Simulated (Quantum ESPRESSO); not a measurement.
**NiO: energy against a fixed spin moment**

Aim: the energy of NiO as a function of the total spin moment of its primitive cell.

Main program and level: Quantum ESPRESSO 7.5; PBE; plane waves with GBRV 1.5 PBE potentials, no spin-orbit coupling.

## (1) The structure

It takes space group Fm-3m (No. 225, cubic). The conventional cell has a = 4.172 Å, b = 4.172 Å, c = 4.172 Å, α = 90.00°, β = 90.00°, γ = 90.00°. Ni has 6 O at 2.09 Å nearest. Nearest to O lie 6 Ni at 2.09 Å. Farther neighbours and most contacts between anions are not listed.

The cell comes from the Crystallography Open Database.

## (2) The free run

pw.in

```
&CONTROL
  calculation = 'scf'
  prefix = 'pwscf'
  outdir = './tmp'
  pseudo_dir = './pseudo'
  disk_io = 'nowf'
/
&SYSTEM
  ibrav = 0
  nat = 2
  ntyp = 2
  ecutwfc = 40
  ecutrho = 280
  nbnd = 20
  occupations = 'smearing'
  smearing = 'fd'
  degauss = 0.00734986
  nspin = 2
  starting_magnetization(1) = 0.1111
  starting_magnetization(2) = 0
/
&ELECTRONS
  conv_thr = 4d-09
  electron_maxstep = 150
  mixing_beta = 0.3
/
ATOMIC_SPECIES
Ni     58.6934 ni_pbe_v1.4.uspp.F.UPF
O      15.9990 o_pbe_v1.2.uspp.F.UPF
CELL_PARAMETERS angstrom
   0.0000000000    2.0859016414    2.0859016414
   2.0859016414    0.0000000000    2.0859016414
   2.0859016414    2.0859016414    0.0000000000
ATOMIC_POSITIONS crystal
Ni      0.0000000000    0.0000000000    0.0000000000
O       0.5000000000    0.5000000000    0.5000000000
K_POINTS automatic
8 8 8 0 0 0
```

Launch:

```console
$ OMP_NUM_THREADS=1 mpirun -n 2 pw.x -nk 2 -in pw.in > pw.out
```

What it wrote:

```text
Program PWSCF v.7.5 starts

     Message from routine setup:
     using ibrav=0 with symmetry is DISCOURAGED, use correct ibrav instead

     K-points division:     npool     =       2
     Subspace diagonalization in iterative solution of the eigenvalue problem:

     G-vector sticks info
     --------------------
     sticks:   dense  smooth     PW     G-vecs:    dense   smooth      PW
     Sum         595     349    121                 9721     4279     869

     Using Slab Decomposition

     bravais-lattice index     =            0
     lattice parameter (alat)  =       5.5745  a.u.
     unit-cell volume          =     122.4921 (a.u.)^3
     number of atoms/cell      =            2
     number of atomic types    =            2
     number of electrons       =        24.00
     number of Kohn-Sham states=           20
     kinetic-energy cutoff     =      40.0000  Ry
     charge density cutoff     =     280.0000  Ry
     scf convergence threshold =      4.0E-09
     mixing beta               =       0.3000
     number of iterations used =            8  plain     mixing
     Exchange-correlation= SLA  PW   PBE  PBE
                           (   1   4   3   4   0   0   0)

     celldm(1)=   5.574523  celldm(2)=   0.000000  celldm(3)=   0.000000
     celldm(4)=   0.000000  celldm(5)=   0.000000  celldm(6)=   0.000000

     crystal axes: (cart. coord. in units of alat)
               a(1) = (   0.000000   0.707107   0.707107 )
               a(2) = (   0.707107   0.000000   0.707107 )
               a(3) = (   0.707107   0.707107   0.000000 )

     reciprocal axes: (cart. coord. in units 2 pi/alat)
               b(1) = ( -0.707107  0.707107  0.707107 )
               b(2) = (  0.707107 -0.707107  0.707107 )
               b(3) = (  0.707107  0.707107 -0.707107 )

     PseudoPot. # 1 for Ni read from file:
     ni_pbe_v1.4.uspp.F.UPF
     Pseudo is Ultrasoft + core correction, Zval = 18.0
     Generated by new atomic code, or converted to UPF format
     Using radial grid of  865 points,  6 beta functions with:
                l(1) =   0
                l(2) =   0
                l(3) =   1
                l(4) =   1
                l(5) =   2
                l(6) =   2
     Q(r) pseudized with 10 coefficients,  rinner =    0.980   0.980   0.980
                                                       0.980   0.980

     PseudoPot. # 2 for O  read from file:
     o_pbe_v1.2.uspp.F.UPF
     Pseudo is Ultrasoft + core correction, Zval =  6.0
     Generated by new atomic code, or converted to UPF format
     Using radial grid of  737 points,  5 beta functions with:
                l(1) =   0
                l(2) =   0
                l(3) =   1
                l(4) =   1
                l(5) =   2
     Q(r) pseudized with  8 coefficients,  rinner =    0.900   0.900   0.900
                                                       0.900   0.900

     atomic species   valence    mass     pseudopotential
     Ni               18.00    58.69340     Ni( 1.00)
     O                 6.00    15.99900     O ( 1.00)

     Starting magnetic structure
     atomic species   magnetization
     Ni              0.111
     O               0.000

     48 Sym. Ops., with inversion, found

   Cartesian axes

     site n.     atom                  positions (alat units)
         1        Ni     tau(   1) = (   0.0000000   0.0000000   0.0000000  )
         2        O      tau(   2) = (   0.7071068   0.7071068   0.7071068  )

     number of k points=    29  Fermi-Dirac smearing, width (Ry)=  0.0073
                       cart. coord. in units 2pi/alat
        k(    1) = (   0.0000000   0.0000000   0.0000000), wk =   0.0019531
        k(    2) = (   0.0883883   0.0883883  -0.0883883), wk =   0.0156250
        k(    3) = (   0.1767767   0.1767767  -0.1767767), wk =   0.0156250
        k(    4) = (   0.2651650   0.2651650  -0.2651650), wk =   0.0156250
        k(    5) = (  -0.3535534  -0.3535534   0.3535534), wk =   0.0078125
        [... 24 further k-points ...]

     Dense  grid:     9721 G-vectors     FFT dimensions: (  30,  30,  30)

     Smooth grid:     4279 G-vectors     FFT dimensions: (  24,  24,  24)

     Check: negative core charge=   -0.000014
     Generating pointlists ...
     new r_m :   0.2917 (alat units)  1.6260 (a.u.) for type    1
     new r_m :   0.2917 (alat units)  1.6260 (a.u.) for type    2

     Initial potential from superposition of free atoms

     starting charge      22.0000, renormalised to      24.0000
     Starting wfcs are   17 randomized atomic wfcs +    3 random wfcs

     Self-consistent Calculation

     iteration #  1     ecut=    40.00 Ry     beta= 0.30
     Davidson diagonalization with overlap
     ethr =  1.00E-02,  avg # of iterations =  5.9

     total energy              =    -365.56648006 Ry
     estimated scf accuracy    <      32.91176999 Ry

     total magnetization       =     1.30 Bohr mag/cell
     absolute magnetization    =     1.30 Bohr mag/cell

     iteration #  2     ecut=    40.00 Ry     beta= 0.30
     Davidson diagonalization with overlap
     ethr =  1.00E-02,  avg # of iterations =  3.1

     total energy              =    -374.42638766 Ry
     estimated scf accuracy    <      12.69463541 Ry

     total magnetization       =     0.10 Bohr mag/cell
     absolute magnetization    =     0.12 Bohr mag/cell

     iteration #  3     ecut=    40.00 Ry     beta= 0.30
     Davidson diagonalization with overlap
     ethr =  1.00E-02,  avg # of iterations =  2.1

     total energy              =    -375.43694820 Ry
     estimated scf accuracy    <       0.29605551 Ry

     total magnetization       =     0.74 Bohr mag/cell
     absolute magnetization    =     0.74 Bohr mag/cell

     [... further iterations left out ...]

     iteration # 13     ecut=    40.00 Ry     beta= 0.30
     Davidson diagonalization with overlap
     ethr =  8.50E-09,  avg # of iterations =  2.5

     total energy              =    -375.50121113 Ry
     estimated scf accuracy    <       0.00000039 Ry

     total magnetization       =     1.33 Bohr mag/cell
     absolute magnetization    =     1.34 Bohr mag/cell

     iteration # 14     ecut=    40.00 Ry     beta= 0.30
     Davidson diagonalization with overlap
     ethr =  1.63E-09,  avg # of iterations =  1.6

     total energy              =    -375.50121269 Ry
     estimated scf accuracy    <       0.00000029 Ry

     total magnetization       =     1.33 Bohr mag/cell
     absolute magnetization    =     1.34 Bohr mag/cell

     iteration # 15     ecut=    40.00 Ry     beta= 0.30
     Davidson diagonalization with overlap
     ethr =  1.19E-09,  avg # of iterations =  2.0

     total energy              =    -375.50121418 Ry
     estimated scf accuracy    <       0.00000003 Ry

     total magnetization       =     1.32 Bohr mag/cell
     absolute magnetization    =     1.33 Bohr mag/cell

     iteration # 16     ecut=    40.00 Ry     beta= 0.30
     Davidson diagonalization with overlap
     ethr =  1.45E-10,  avg # of iterations =  2.0

     Magnetic moment per site  (integrated on atomic sphere of radius R)
     atom   1 (R=0.292)  charge= 15.6901  magn=  1.0988
     atom   2 (R=0.292)  charge=  5.6524  magn=  0.1915

     End of self-consistent calculation

     [... lines left out ...]
     the Fermi energy is    14.3541 ev

!    total energy              =    -375.50121500 Ry
     estimated scf accuracy    <          2.1E-09 Ry
     smearing contrib. (-TS)   =      -0.00440423 Ry
     internal energy E=F+TS    =    -375.49681078 Ry

     The total energy is F=E-TS. E is the sum of the following terms:
     one-electron contribution =    -216.47078603 Ry
     hartree contribution      =     123.08045091 Ry
     xc contribution           =     -42.88316815 Ry
     ewald contribution        =    -239.22330751 Ry

     total magnetization       =     1.33 Bohr mag/cell
     absolute magnetization    =     1.33 Bohr mag/cell

     convergence has been achieved in  16 iterations

=------------------------------------------------------------------------------=
   JOB DONE.
=------------------------------------------------------------------------------=
```

The job ended after 6.2 s (2 MPI ranks of Intel Xeon 6975P-C (Granite Rapids), shared host; peak memory 0.16 GiB; 12 s of CPU time).

Spin moment in the atom's sphere by atom:

| atom | spin moment in the atom's sphere (μB) |
| --- | --- |
| Ni1 | 1.10 |
| O2 | 0.19 |

This step gave:

| Property | Result |
| --- | --- |
| smearing term TS | 0.05992 eV |
| magnetization | 1.325 μB |
| absolute magnetization | 1.335 μB |
| final state | ferromagnetic |

## (3) Moment fixed at 0 μB

The two spin channels are filled to separate Fermi energies, so that the total moment meets the target. Half of the up one less the down one is the slope dE/dM.

pw.in: that of step 2 with these lines changed.

```diff
@@ -18,4 +18,5 @@
   nspin = 2
-  starting_magnetization(1) = 0.1111
+  starting_magnetization(1) = 0.0056
   starting_magnetization(2) = 0
+  tot_magnetization = 0
 /
```

What it wrote:

```text
     [... lines left out ...]
Program PWSCF v.7.5 starts
     [... lines left out ...]
     number of atoms/cell      =            2
     [... lines left out ...]
     number of electrons       =        24.00 (up:  12.00, down:  12.00)
     number of Kohn-Sham states=           20
     kinetic-energy cutoff     =      40.0000  Ry
     charge density cutoff     =     280.0000  Ry
     scf convergence threshold =      4.0E-09
     [... lines left out ...]
     48 Sym. Ops., with inversion, found
     [... lines left out ...]
     number of k points=    29  Fermi-Dirac smearing, width (Ry)=  0.0073
     [... lines left out ...]
     iteration # 13     ecut=    40.00 Ry     beta= 0.30
     [... lines left out ...]
     Magnetic moment per site  (integrated on atomic sphere of radius R)
     atom   1 (R=0.292)  charge= 15.7184  magn=  0.0000
     atom   2 (R=0.292)  charge=  5.6253  magn= -0.0000
     [... lines left out ...]
     the spin up/dw Fermi energies are    14.3324   14.3324 ev
!    total energy              =    -375.49815824 Ry
     estimated scf accuracy    <          8.4E-11 Ry
     smearing contrib. (-TS)   =      -0.00539581 Ry
     [... lines left out ...]
     total magnetization       =     0.00 Bohr mag/cell
     absolute magnetization    =     0.00 Bohr mag/cell
     convergence has been achieved in  13 iterations
```

Elapsed: 5.9 s, on 2 MPI ranks; peak memory 0.16 GiB; 11 s of CPU time.

Read from the output:

```
magnetization                                 : 0 μB
absolute magnetization                        : 0 μB
half the difference of the two Fermi energies : 0 meV
largest moment                                : 0 μB
```

## (4) Moment fixed at 0.321 μB

pw.in: that of step 3 with these lines changed.

```diff
@@ -18,5 +18,5 @@
   nspin = 2
-  starting_magnetization(1) = 0.0056
+  starting_magnetization(1) = 0.0178
   starting_magnetization(2) = 0
-  tot_magnetization = 0
+  tot_magnetization = 0.321
 /
```

What it wrote:

```text
     [... lines left out ...]
Program PWSCF v.7.5 starts
     [... lines left out ...]
     number of atoms/cell      =            2
     [... lines left out ...]
     number of electrons       =        24.00 (up:  12.16, down:  11.84)
     number of Kohn-Sham states=           20
     kinetic-energy cutoff     =      40.0000  Ry
     charge density cutoff     =     280.0000  Ry
     scf convergence threshold =      4.0E-09
     [... lines left out ...]
     48 Sym. Ops., with inversion, found
     [... lines left out ...]
     number of k points=    29  Fermi-Dirac smearing, width (Ry)=  0.0073
     [... lines left out ...]
     iteration # 14     ecut=    40.00 Ry     beta= 0.30
     [... lines left out ...]
     Magnetic moment per site  (integrated on atomic sphere of radius R)
     atom   1 (R=0.292)  charge= 15.7172  magn=  0.2722
     atom   2 (R=0.292)  charge=  5.6267  magn=  0.0390
     [... lines left out ...]
     the spin up/dw Fermi energies are    14.2755   14.3583 ev
!    total energy              =    -375.49868882 Ry
     estimated scf accuracy    <          3.9E-11 Ry
     smearing contrib. (-TS)   =      -0.00503404 Ry
     [... lines left out ...]
     total magnetization       =     0.32 Bohr mag/cell
     absolute magnetization    =     0.32 Bohr mag/cell
     convergence has been achieved in  14 iterations
```

Run time: 5.4 s. Hardware: 2 MPI ranks; peak memory 0.16 GiB; 10 s of CPU time.

Spin moment in the atom's sphere by atom:

```
atom  spin moment in the atom's sphere (μB)
 Ni1                                  0.272
  O2                                  0.039
```

Numbers from this step:

```
magnetization                                 : 0.321 μB
absolute magnetization                        : 0.322 μB
half the difference of the two Fermi energies : -41.4 meV
```

## (5) Moment fixed at 0.642 μB

pw.in: that of step 4 with these lines changed.

```diff
@@ -18,5 +18,5 @@
   nspin = 2
-  starting_magnetization(1) = 0.0178
+  starting_magnetization(1) = 0.0357
   starting_magnetization(2) = 0
-  tot_magnetization = 0.321
+  tot_magnetization = 0.642
 /
```

What it wrote:

```text
     [... lines left out ...]
Program PWSCF v.7.5 starts
     [... lines left out ...]
     number of atoms/cell      =            2
     [... lines left out ...]
     number of electrons       =        24.00 (up:  12.32, down:  11.68)
     number of Kohn-Sham states=           20
     kinetic-energy cutoff     =      40.0000  Ry
     charge density cutoff     =     280.0000  Ry
     scf convergence threshold =      4.0E-09
     [... lines left out ...]
     48 Sym. Ops., with inversion, found
     [... lines left out ...]
     number of k points=    29  Fermi-Dirac smearing, width (Ry)=  0.0073
     [... lines left out ...]
     iteration # 14     ecut=    40.00 Ry     beta= 0.30
     [... lines left out ...]
     Magnetic moment per site  (integrated on atomic sphere of radius R)
     atom   1 (R=0.292)  charge= 15.7126  magn=  0.5453
     atom   2 (R=0.292)  charge=  5.6314  magn=  0.0773
     [... lines left out ...]
     the spin up/dw Fermi energies are    14.2525   14.3666 ev
!    total energy              =    -375.49992527 Ry
     estimated scf accuracy    <          5.0E-11 Ry
     smearing contrib. (-TS)   =      -0.00439967 Ry
     [... lines left out ...]
     total magnetization       =     0.64 Bohr mag/cell
     absolute magnetization    =     0.65 Bohr mag/cell
     convergence has been achieved in  14 iterations
```

It took 5.8 s on 2 MPI ranks; peak memory 0.16 GiB.

This step gave:

| Item | Value |
| --- | --- |
| magnetization | 0.642 μB |
| absolute magnetization | 0.645 μB |
| half the difference of the two Fermi energies | -57 meV |
| largest moment | 0.5453 μB |

## (6) A faulty input

As a test, an input with a fault in it is run.

pw.in: that of step 5 with these lines changed.

```diff
@@ -18,5 +18,4 @@
   nspin = 2
-  starting_magnetization(1) = 0.0357
+  starting_magnetization(1) = 0.1111
   starting_magnetization(2) = 0
-  tot_magnetization = 0.642
 /
@@ -24,3 +23,3 @@
   conv_thr = 4d-09
-  electron_maxstep = 150
+  electron_maxstep = 75
   mixing_beta = 0.3
@@ -39 +38,3 @@
 8 8 8 0 0 0
+HUBBARD {ortho-atomic}
+U Ni-6f 5.0
```

What it wrote:

```text
     [... lines left out ...]
Program PWSCF v.7.5 starts
     [... lines left out ...]
     Error in routine determine_hubbard_occ (1):
     Mismatch between the requested and available manifolds
 %%%%%%%%%%%%%%%%%%%%%%%%%%%%%%%%%%%%%%%%%%%%%%%%%%%%%%%%%%%%%%%%%%%%%%%%%%%%%%
     stopping ...
```

Elapsed: 0.8 s, on 2 MPI ranks; peak memory 0.05 GiB.

The input was rejected at the start.

The program's message: “determine_hubbard_occ (1): Mismatch between the requested and available manifolds”

The fault put into the input: a U on a shell that the file lacks.

## (7) E(M)

The runs not shown differ in the target, the start and the number of states alone. The point at 1.33 μB is the free run, entered with slope zero.

Table of energy over the lowest by total spin moment:

| total spin moment (μB a cell) | energy over the lowest (meV a cell) |
| --- | --- |
| 0.000 | 41.6 |
| 0.321 | 34.4 |
| 0.642 | 17.5 |
| 0.963 | 4.07 |
| 1.283 | 0.0504 |
| 1.325 | 0 |
| 1.604 | 3.38 |
| 1.925 | 35.7 |

dE/dM against total spin moment:

```csv
total spin moment (μB a cell),dE/dM (meV/μB)
0.000,0.00148
0.321,-41.4
0.642,-57.0
0.963,-24.8
1.283,-2.48
1.325,0
1.604,31.2
1.925,221
```

Largest site moment against total spin moment:

```
total spin moment (μB a cell)  largest site moment (μB)
                        0.000                    3.4e-6
                        0.321                     0.272
                        0.642                     0.545
                        0.963                     0.811
                        1.283                      1.07
                        1.325                      1.10
                        1.604                      1.31
                        1.925                      1.53
```

## (8) Results

```
moment of the free run                              : 1.33 μB a cell
energy at zero total moment                         : 41.6 meV a cell over the lowest
ΔE/ΔM² from the lowest point to 1.60 and to 0.96 μB : 43 and 31 meV/μB²
```

What this shows: At zero total moment the site moments vanish, so the 42 meV a cell is the energy of forming them. The points show one minimum alone. The cell holds one seeded atom, so opposed orders, which may lie lower, cannot form in it. Energies are free energies at an electronic temperature of 1160 K, which lowers moments and differences where the moments are itinerant. No Hubbard term acts here. In such compounds local and semilocal functionals without one often delocalise the d electrons, and can shrink or lose moments and miss the size, sign and order of the couplings. The smearing term is large for its width, so states at the Fermi level are partly filled: at this level the cell is a metal or has a gap of a few widths at most.

[Logs and program files are shortened in this print: banners, set-up blocks, solver, clock and traceback lines can be left out without a mark of their own.]

[Logs are printed without paths, hosts, clocks, repeated set-up lines and the standing remarks that a program may print on its own settings, such as how far it seeks lower states.]

[Hosts, paths, dates, database ids (printed as entryN), source tags and the programs' standing remarks are cut or masked in the printed files.]

[Where a cell is said to come from a database of computed structures, the database is the Materials Project.]
